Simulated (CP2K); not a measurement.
Two runs for the F K edge of nitrogen trifluoride. Run A: CP2K XAS_TDP, all-electron GAPW, PBEh(45%), aug-cc-pVTZ, TDA, no relativity. Run B differs in one setting.

First lines with a strength over 0.0015. A:

```csv
atom,energy (eV),states,"strength, one atom"
"F1 (bonded to N), 3 alike",679.80,1,0.0566
,684.22,1,0.0068
,684.59,1,0.0048
,686.33,1,0.0021
,687.71,1,0.0017
```

B:

| atom | energy (eV) | states | strength, one atom |
| --- | --- | --- | --- |
| F1 (bonded to N), 3 alike | 679.38 | 1 | 0.0573 |
|  | 684.01 | 1 | 0.0061 |
|  | 684.42 | 1 | 0.0041 |
|  | 698.89 | 1 | 0.0094 |
|  | 699.15 | 1 | 0.0098 |

**Question.** Which was it: the functional, the basis, scalar relativity switched on, GW2X switched on?

The basis (basis from aug-cc-pVTZ to 6-311G**; the lines alone don't name the new value). A basis moves diffuse and continuum lines far more than the leading valence line. Against PBEh(45%) in aug-cc-pVTZ, the leading line moves by -0.42 eV, to 679.38 eV. The next line of F1 over the strength cut lies 4.63 eV higher, against 4.42.

[Banner, clock and machine lines of the logs are left out without a mark of their own.]

[Logs are printed without paths, hosts, clocks, repeated set-up lines and the standing remarks that a program may print on its own settings, such as how far it seeks lower states.]

[Hosts, paths, dates, database ids (printed as entryN), source tags and the programs' standing remarks are cut or masked in the printed files.]
